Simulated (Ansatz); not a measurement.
# LiBe6Si (built on the sites of a database entry of LiCa6Ge): from the cell to its phonons, part 2 of 3

How does LiBe6Si (built on the sites of a database entry of LiCa6Ge) vibrate, and is this structure a minimum?

Ansatz 0.2.0; DFT PBEsol, scalar-relativistic, plane waves, norm-conserving pseudopotentials.

So far. Step 4 (Tight relaxation): The forces vanish by symmetry and the pressure is 0.001 GPa, within the tolerances set. The cell now holds 9.36 Å³/atom. The relaxed cell has a = 6.691 Å (conventional setting).

The structure was built from a prototype and need not be the compound's stable phase.

## 5. Linear response at the zone centre

The zone centre comes first: it holds the modes that light can see, as far as symmetry allows. No field response is asked, since the mesh shows no gap.

The input, input.yaml:

```yaml
crystal:
  lattice:
    - [0.0, 3.3456654418, 3.3456654418]
    - [3.3456654418, 0.0, 3.3456654418]
    - [3.3456654418, 3.3456654418, 0.0]
  atoms:
    - { symbol: Li, position: [0.5, 0.5, 0.5] }
    - { symbol: Be, position: [0.5, 0.0, 0.0] }
    - { symbol: Be, position: [0.5, 0.5, 0.0] }
    - { symbol: Be, position: [0.0, 0.5, 0.5] }
    - { symbol: Be, position: [0.0, 0.0, 0.5] }
    - { symbol: Be, position: [0.0, 0.5, 0.0] }
    - { symbol: Be, position: [0.5, 0.0, 0.5] }
    - { symbol: Si, position: [0.0, 0.0, 0.0] }
kpoints:
  mp_grid: { grid: [12, 12, 12] }
hamiltonian:
  xc: pbesol
  pseudopotentials: { kind: nc }
scf:
  occupations: { method: methfessel_paxton, width: 0.2 }
output:
  eigenvalues: true
phonons:
  method: dfpt
```

Started as:

```bash
$ ansatz run input.yaml --threads 8 --pin off --max-ram 14336MiB --backend cpu --events-out ev --progress --plain --runs-dir out
```

Numbers of over 12 decimals in the logs are rounded to 6 here.

The log of the run:

```text
zone centre: on kpoints.mp_grid the ground state, and the responses unless they are solved on pairs of k-points, stand on 476 of the mesh's 1728 k-points, reduced under 4 symmetry operations, with k and −k counted as one. Each operation leaves every solved displacement unchanged or reverses it
[...]
Crystal: 8 atoms, lattice volume = 74.899 Å³
Basis set: ecut = 1197.300995 eV, 7119 PW (Γ), exchange–correlation on 108×108×108 points (8 copies of the dense FFT grid, shifted against one another)
Bands: 24, of which v1, the nominal top of the filled ones, is band 16 counted from 1 (15 counted from 0)
Symmetry: 48 space group operations
k-points: 476 of 1728 (irreducible under 4 space group operations)
[...]
SCF iter   1: F=—  HF=-2574.670132 eV  |F-HF|=—  |Δ(HF+E_count)|=         —  Δρ=3.36e-2  dr2=9.90e-1  ethr=3.10e-3  ⟨swp⟩=6.5  Hψ=63589  notcnv=0
[...]
SCF iter   8: F=-2574.333322 eV  HF=-2574.333322 eV  |F-HF|=2.73e-12  |Δ(HF+E_count)|=  1.36e-10  S|Δr|=    0.00e0  Δρ=9.79e-8  dr2=5.82e-12  ethr=1.00e-12  ⟨swp⟩=10.9  Hψ=65927  notcnv=0
SCF 1 converged in 8 iterations: F = -2574.333322 eV  dr2 = 5.82e-12
DFPT response loops at Γ: preconditioner auto → Kerker (q_TF=auto, 2.355 Å⁻¹) (partly filled bands, converged f_vac=0.000); β = 1.00, the filter's whole step (`scf.mixing.beta` (0.50) is not read by the response loops under this deck's `scf.mixing.preconditioner`; to damp them name `kerker` or `kerker_dos`, under which they read `scf.mixing.beta`, and type it under 1.00, their step now; both keys bind the ground state too); Broyden in place of MSR1
SCF converged after 8 iterations
[...]
Free energy (F): -2574.333322 eV
[...]
Internal energy: -2574.333233 eV  (E = F + TS)
E sigma→0 (E₀):  -2574.333300 eV
Entropy (-TS):   -0.000089 eV (-0.011 meV/atom)
Fermi energy:    8.248891 eV
Step filling:    the computed levels leave a gap of 0.0000 eV = 0.0 smearing widths at the electron count; against every level under it full and every level over it empty, smearing changes F+E_penalty+E_count by +1.876 meV and its σ→0 estimate by +1.899 meV
[...]
--- Band table (eV; the first three rows and the last of 476) ---
  k-point 0: bands = [... 12 lower, 5.8573, 6.3975, 6.3975, 6.3975, 7.4807, 7.4807, 7.4807, 10.6544, ... 4 higher]
  k-point 1: bands = [... 12 lower, 5.8993, 6.2743, 6.2743, 6.5100, 7.5711, 7.5711, 7.9099, 10.8459, ... 4 higher]
  k-point 2: bands = [... 12 lower, 5.7435, 5.9847, 5.9847, 7.0868, 7.8174, 7.8174, 8.9134, 11.3301, ... 4 higher]
  k-point 475: bands = [... 12 lower, 3.3508, 8.7408, 8.7408, 9.4227, 9.4227, 10.3449, 10.4402, 11.9951, ... 4 higher]
--- Phonons (Γ-DFPT): 4 representative perturbations + reference, on 476 of 1728 k-points (Σ response iterations 15) ---
  k mesh reduced under 4 symmetry operations, with k and −k counted as one. Each operation leaves every solved displacement unchanged or reverses it
  ASR residual: 3.189e-5 → 0.000e0 eV/Å²; symmetrization residual: 3.741e-6 eV/Å²
  ASR residual per site (eV/Å²): 1.62e-5 3.19e-5 3.19e-5 3.19e-5 3.19e-5 3.19e-5 3.19e-5 1.54e-5
  Γ frequencies (cm⁻¹): 0.00 0.00 0.00 235.53 235.53 235.53 320.56 320.56 382.82 382.82 382.82 390.48 390.48 390.48 455.17 463.60 463.60 463.60 503.46 503.46 503.46 622.45 622.45 622.45
  non-analytic LO–TO correction: not included (Born effective charges unavailable; polar crystals: no LO–TO splitting at Γ)
```

Wall time 2.6 min (8 threads of Arm Neoverse V2, shared host); peak memory 8.6 GiB.

In the SCF lines HF is the Harris–Foulkes energy and dr2 the Hartree energy of the density residual, in eV; the loop may stop once dr2 is under the threshold and the program's other checks hold. Hψ counts applications of the Hamiltonian.

This step gave:

- sum-rule residual before enforcement: 3.19e-5 eV/Å²
- point group: m-3m
- highest optical mode at the zone centre (no LO-TO term): 622.5 cm⁻¹
- lowest optical zone-centre mode: 235.5 cm⁻¹

Patterns of degenerate modes are one choice out of their space. Modes at Γ, with each element's share of the kinetic energy:

```csv
mode,frequency (cm⁻¹),symmetry,Li %,Be %,Si %
1,0.0,acoustic,8,61,32
2,0.0,acoustic,8,61,32
3,0.0,acoustic,8,61,32
4,235.5,T1u,17,38,45
5,235.5,T1u,17,38,45
6,235.5,T1u,17,38,45
7,320.6,Eu,0,100,0
8,320.6,Eu,0,100,0
9,382.8,T1u,6,89,5
10,382.8,T1u,6,89,5
11,382.8,T1u,6,89,5
12,390.5,T2u,0,100,0
13,390.5,T2u,0,100,0
14,390.5,T2u,0,100,0
15,455.2,A2u,0,100,0
16,463.6,T2u,0,100,0
17,463.6,T2u,0,100,0
18,463.6,T2u,0,100,0
19,503.5,T1u,4,78,18
20,503.5,T1u,4,78,18
21,503.5,T1u,4,78,18
22,622.5,T1u,65,35,0
23,622.5,T1u,65,35,0
24,622.5,T1u,65,35,0
```

Displacements in mode 5 (235.5 cm⁻¹), the largest set to 1:
```
Li1  0.09 -1.00 -0.17
Be2  0.02 -0.21  0.50
Be3 -0.53 -0.26 -0.05
Be4  0.02 -0.40 -0.60
Be5  0.58 -0.35 -0.05
Be6  0.12 -0.27 -0.10
Be7 -0.07 -0.27  0.00
Si8 -0.07  0.81  0.14
```

Displacements in mode 24 (622.5 cm⁻¹), the largest set to 1:
```
Li1  0.00  0.67  1.00
Be2  0.00  0.16  0.02
Be3 -0.18 -0.11 -0.02
Be4  0.00 -0.38 -0.35
Be5  0.18 -0.11 -0.02
Be6  0.27 -0.02 -0.17
Be7 -0.27 -0.02 -0.17
Si8  0.00 -0.01 -0.02
```

Before it was imposed, the acoustic sum rule was missed by 3.2e-5 eV/Å². Small misses are needed for a sound result but don't prove that mesh and cutoff are converged. The lowest optical mode is real, 236 cm⁻¹.

## 6. The dispersion

Stability and thermal properties need the whole zone. Linear response on a 2×2×2 q mesh gives force constants as far as a supercell of that size would.

Edit input.yaml of step 5 so:

```diff
@@ -25 +25,8 @@
   method: dfpt
+  qmesh: [2, 2, 2]
+  temperatures: { t_max: 1000, t_step: 50 }
+  qpath:
+    path:
+      - [[0.0, 0.0, 0.0], [0.5, 0.0, 0.5], [0.625, 0.25, 0.625]]
+      - [[0.375, 0.375, 0.75], [0.0, 0.0, 0.0], [0.5, 0.5, 0.5], [0.5, 0.25, 0.75], [0.5, 0.0, 0.5]]
+    npoints: 10
```

The log of the run:

```text
[...]
Crystal: 8 atoms, lattice volume = 74.899 Å³
Basis set: ecut = 1197.300995 eV, 7119 PW (Γ), exchange–correlation on 108×108×108 points (8 copies of the dense FFT grid, shifted against one another)
Bands: 24, of which v1, the nominal top of the filled ones, is band 16 counted from 1 (15 counted from 0)
Symmetry: 48 space group operations
k-points: 72 of 1728
[...]
SCF iter   1: F=—  HF=-2574.670140 eV  |F-HF|=—  |Δ(HF+E_count)|=         —  Δρ=3.36e-2  dr2=9.90e-1  ethr=3.10e-3  ⟨swp⟩=6.5  Hψ=9582  notcnv=0
[...]
SCF iter   8: F=-2574.333322 eV  HF=-2574.333322 eV  |F-HF|=1.36e-12  |Δ(HF+E_count)|=  1.34e-10  S|Δr|=    0.00e0  Δρ=9.69e-8  dr2=5.74e-12  ethr=1.00e-12  ⟨swp⟩=10.8  Hψ=10099  notcnv=0
SCF 1 converged in 8 iterations: F = -2574.333322 eV  dr2 = 5.74e-12
phonons: the bands overlap, so this run is a metal and interpolates without the dipole-dipole term. If the crystal is really an insulator or semiconductor, its LO-TO splitting is missing
NSCF: frozen V_eff on 72 k-points
[...]
DFPT response loops at q = (0, 0, 0) (fractional): preconditioner auto → Kerker (q_TF=auto, 2.355 Å⁻¹) (partly filled bands, converged f_vac=0.000); β = 1.00, the filter's whole step (`scf.mixing.beta` (0.50) is not read by the response loops under this deck's `scf.mixing.preconditioner`; to damp them name `kerker` or `kerker_dos`, under which they read `scf.mixing.beta`, and type it under 1.00, their step now; both keys bind the ground state too); Broyden in place of MSR1
[...]
phonons.qmesh, q = [0.0000, 0.0000, -0.5000]: its response loops start from zero, take more passes and end by a threshold: the memory limit or budget leaves too little room for the subspace of the ground state's own states beside the solves, or none could be made (phonons.method)
[...]
SCF converged after 8 iterations
[...]
Free energy (F): -2574.333322 eV
[...]
Internal energy: -2574.333233 eV  (E = F + TS)
E sigma→0 (E₀):  -2574.333300 eV
Entropy (-TS):   -0.000089 eV (-0.011 meV/atom)
Fermi energy:    8.248891 eV
[...]
--- Band table (eV; the first three rows and the last of 72) ---
  k-point 0: bands = [... 12 lower, 5.8573, 6.3975, 6.3975, 6.3975, 7.4807, 7.4807, 7.4807, 10.6544, ... 4 higher]
  k-point 1: bands = [... 12 lower, 5.8993, 6.2743, 6.2743, 6.5100, 7.5711, 7.5711, 7.9099, 10.8459, ... 4 higher]
  k-point 2: bands = [... 12 lower, 5.7435, 5.9847, 5.9847, 7.0868, 7.8174, 7.8174, 8.9134, 11.3301, ... 4 higher]
  k-point 71: bands = [... 12 lower, 5.4232, 5.4232, 6.0336, 9.0999, 10.2015, 10.2015, 10.3029, 12.5579, ... 4 higher]
--- Phonons (Γ-DFPT): 4 representative perturbations + reference (Σ response iterations 12) ---
  ASR residual: 2.792e-5 → 0.000e0 eV/Å²; symmetrization residual: 1.659e-6 eV/Å²
[...]
--- Phonons (arbitrary-q DFPT): 3 irreducible q on the 2×2×2 mesh ---
  q = [0.0000, 0.0000, 0.0000] (star 1, of the zone-centre solve; hermiticity 4.07e-7, symmetrization 1.20e-14): -0.00 -0.00 0.00 235.53 235.53 235.53 320.56 320.56 382.82 382.82 382.82 390.48 390.48 390.48 455.17 463.60 463.60 463.60 503.46 503.46 503.46 622.45 622.45 622.45
  q = [0.0000, 0.0000, -0.5000] (star 4, 6 solved perturbations in 3640 linear systems a pass and spin channel, the states on 868 of 1728 k-point pairs; hermiticity 2.86e-6, symmetrization 1.80e-13): 158.42 158.42 162.84 162.84 261.03 295.55 295.55 304.54 304.54 356.91 382.13 385.86 385.86 398.63 411.28 411.28 423.55 424.53 454.22 489.36 489.36 518.04 607.45 607.45
[...]
sum rule: each row above includes the acoustic sum rule's correction from the zone centre's row sums; it moved no ω² by more than (1.01 cm⁻¹)²
  mesh force constants: q→R imaginary residual 9.03e-18; ASR residual 2.792e-5 → 0.000e0 eV/Å²; symmetrization residual 5.329e-15 eV/Å²
  interpolated dispersion: 62 rows × 24 modes
  density of states and harmonic sums: on the 16×16×16 q-mesh, interpolated from the force constants of a 2×2×2 supercell (no non-analytic term)
  largest difference from the sums on the solved wave vectors: F 7.02e-2 eV, S 1.02e-4 and C_V 3.22e-5 eV/K
  zero-point energy: 0.548065 eV/cell   skipped modes (ω ≤ 0): 3   left out of the sums: 3.05e-5 of the cell's modes: C_V's classical limit lies that fraction below 3 k_B per atom; for a crystal, a wire or a layer, F and S can be off by more, and a phonons.interpolated_qmesh denser along its periods is the remedy for the sampling
```

Run time: 15 min. Hardware: 8 threads; peak memory 9.4 GiB; 1.9 h of CPU time.

This step gave:

```yaml
sum_rule_residual_before_enforcement: 2.79e-5 eV/Å²
lowest_frequency_on_the_path: 0 cm⁻¹
highest_frequency_on_the_path_or_at_a_solved_wavevector: 622.5 cm⁻¹
mean_frequency: 368.4 cm⁻¹
debye_temperature_second_moment: 723 K
logarithmic_mean_frequency: 342.3 cm⁻¹
lowest_mode_on_the_q_mesh_acoustic_modes_at_gamma_apart: 158.4 cm⁻¹
zero_point_energy_per_atom: 68.51 meV
heat_capacity_at_300_k: 19.11 J/(mol atoms K)
vibrational_entropy_at_300_k: 15.82 J/(mol atoms K)
```

Frequencies (cm⁻¹) solved at each irreducible wavevector; negative means imaginary. Frequencies by wavevector, by row:

| q in reciprocal lattice units | star | mode 1 | mode 2 | mode 3 | mode 4 | mode 22 | mode 23 | mode 24 |
| --- | --- | --- | --- | --- | --- | --- | --- | --- |
| 0 0 0 | 1 | 0 | 0 | 0 | 235.5 | 622.5 | 622.5 | 622.5 |
| 0 0 -0.5 | 4 | 158.4 | 158.4 | 162.8 | 162.8 | 518 | 607.5 | 607.5 |
| 0 -0.5 -0.5 | 3 | 173.4 | 176.4 | 176.4 | 253.7 | 514.8 | 586.9 | 586.9 |

Interpolated from a 2×2×2 q mesh. The phonon branches at the labelled points (cm⁻¹):

```csv
point,branch 1,branch 2,branch 3,branch 4,branch 21,branch 22,branch 23,branch 24
Γ,0,0,0,236,504,622,622,622
halfway,146,146,182,237,486,582,606,606
X,173,176,176,254,467,515,587,587
halfway,151,186,198,235,466,523,581,589
U,126,201,206,221,467,543,566,593
jump to K,126,201,206,221,467,543,566,593
halfway,54,153,217,218,493,578,601,612
Γ,0,0,0,236,504,622,622,622
halfway,84,84,202,229,494,585,614,614
L,158,158,163,163,489,518,607,607
halfway,137,145,217,218,476,536,585,599
W,173,173,180,255,463,558,558,584
halfway,155,178,214,220,465,530,579,585
X,173,176,176,254,467,515,587,587
```

The phonon density of states has structure finer than the step of the table below, so its rows give means over 20 cm⁻¹, whole bins alone (the curve runs from 2.5 to 622 cm⁻¹). Peaks (cm⁻¹: height): 222.5: 0.0659, 282.5: 0.0870, 317.5: 0.0555, 377.5: 0.176, 417.5: 0.176, 467.5: 0.110, 602.5: 0.0648.

Tetrahedra on a 16×16×16 mesh, mean over bins of 5 cm-1. Interpolated from a 2×2×2 q mesh. Phonon density of states against wavenumber; means over each step:

```
wavenumber (cm⁻¹)  phonon density of states (1/cm⁻¹/cell)
               20                                  3.2e-4
               40                                 0.00154
               60                                 0.00347
               80                                 0.00602
              100                                 0.00940
              120                                  0.0141
              140                                  0.0202
              160                                  0.0306
              180                                  0.0232
              200                                  0.0308
              220                                  0.0492
              240                                  0.0425
              260                                  0.0504
              280                                  0.0661
              300                                  0.0483
              320                                  0.0428
              340                                  0.0428
              360                                  0.0465
              380                                   0.136
              400                                  0.0687
              420                                   0.113
              440                                  0.0618
              460                                  0.0593
              480                                  0.0656
              500                                  0.0167
              520                                 0.00395
              540                                  0.0233
              560                                  0.0182
              580                                  0.0315
              600                                  0.0581
```

(Part 2 of 3 ends here.)

[Logs are printed without paths, hosts, clocks, repeated set-up lines and the standing remarks that a program may print on its own settings, such as how far it seeks lower states.]

[Hosts, paths, dates, database ids (printed as entryN), source tags and the programs' standing remarks are cut or masked in the printed files.]
